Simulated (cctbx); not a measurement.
**What is wrong with this refinement?**

Cell a = 11.8750 Å, b = 11.8750 Å, c = 11.8750 Å, α = 90.00°, β = 90.00°, γ = 90.00°; space group I-43m (no. 217). The compound is Sr8Fe5.

Simulated single-crystal data (cctbx): Mo Kα, λ = 0.71073 Å, to d = 0.6 Å, 95 % of the full sphere, strongest reflection 20000 counts, noise from counting, a 4 % proportional error and a noise floor of 2 counts (s.d.); no absorption.

An anisotropic refinement with weights 1/σ² prints:

```text
Rint 0.051, 787 unique reflections to 0.60 A
cycle     R1     wR2    GooF  max shift (A)
   1  0.0630  0.1550   6.900   0.00131
   2  0.0323  0.0778   3.462   0.00000
final R1 0.0323 wR2 0.0778 GooF 3.462  parameters 16  data/parameter 49.2
atom        x        y        z      Ueq    occ   su(xyz)  su(Uiso or U11)
Sr1    0.18816  0.53925  0.18816   0.0187  1.000  0.00005  0.0002
Zn1    0.39392  0.60608  0.39392   0.0101  1.000  0.00005  0.0002
Fe1    0.00000  0.00000  0.35760   0.0258  1.000  0.00013  0.0004
Fe2    0.17189  0.82811  0.17189   0.0186  1.000  0.00007  0.0003
difference map: max 2.53 min -0.97 rms 0.20
Q1    0.0903  0.0903  0.0903    8    2.59  0.32 A from Zn1
Q2    0.0879  0.1315  0.8685   24    0.71  1.21 A from Fe2
Q3    0.1107  0.1107  0.7996   24    0.61  1.08 A from Fe2
Q4    0.0439  0.2489  0.2489   24    0.55  1.06 A from Sr1
Q5    0.0509  0.0509  0.1642   24    0.52  1.16 A from Zn1
Q6    0.0195  0.0832  0.0832   24    0.47  1.10 A from Zn1
```

**Question.** Can this result stand? If not, what is the likely fault?

Mend it. The fault: wrong element: Zn1 is Sr. Against the right model at the same level, R1 goes from 0.0094 to 0.0323 and GooF from 0.98 to 3.46, U of Zn1 shrinks from 0.0173 to 0.0101 Å² and the top difference peak, 2.6 e/Å³, lies on Zn1. Zn1 has 8 electrons too few and its U shrinks to make up, as expected.

The compound is Sr8Fe5. The right model at the same level gives:

```text
Rint 0.051, 787 unique reflections to 0.60 A
cycle     R1     wR2    GooF  max shift (A)
   1  0.0095  0.0221   0.983   0.00013
   2  0.0094  0.0219   0.976   0.00000
final R1 0.0094 wR2 0.0219 GooF 0.976  parameters 16  data/parameter 49.2
atom        x        y        z      Ueq    occ   su(xyz)  su(Uiso or U11)
Sr1    0.18819  0.53928  0.18819   0.0175  1.000  0.00001  0.0000
Sr2    0.39393  0.60607  0.39393   0.0173  1.000  0.00001  0.0000
Fe1    0.00000  0.00000  0.35749   0.0246  1.000  0.00004  0.0001
Fe2    0.17190  0.82810  0.17190   0.0176  1.000  0.00002  0.0001
Flack x: -0.011(8)
Hooft y: -0.003(7)  Bijvoet pairs: 350
difference map: max 0.34 min -0.26 rms 0.06
Q1    0.0721  0.0721  0.0721    8    0.35  0.70 A from Sr2
Q2    0.0000  0.0000  0.0000    2    0.29  2.18 A from Sr2
Q3    0.2324  0.2324  0.7676    8    0.27  1.25 A from Fe2
Q4    0.0651  0.0651  0.4139   24    0.26  1.28 A from Fe1
Q5    0.0493  0.0493  0.2452   24    0.26  1.57 A from Fe1
Q6    0.0552  0.0552  0.9448    8    0.26  2.10 A from Sr2
```

This is a model crystal, built by substitution and not relaxed, with assumed displacement parameters.

[Middle refinement cycles are left out of these outputs.]

[Logs are printed without paths, hosts, clocks, repeated set-up lines and the standing remarks that a program may print on its own settings, such as how far it seeks lower states.]
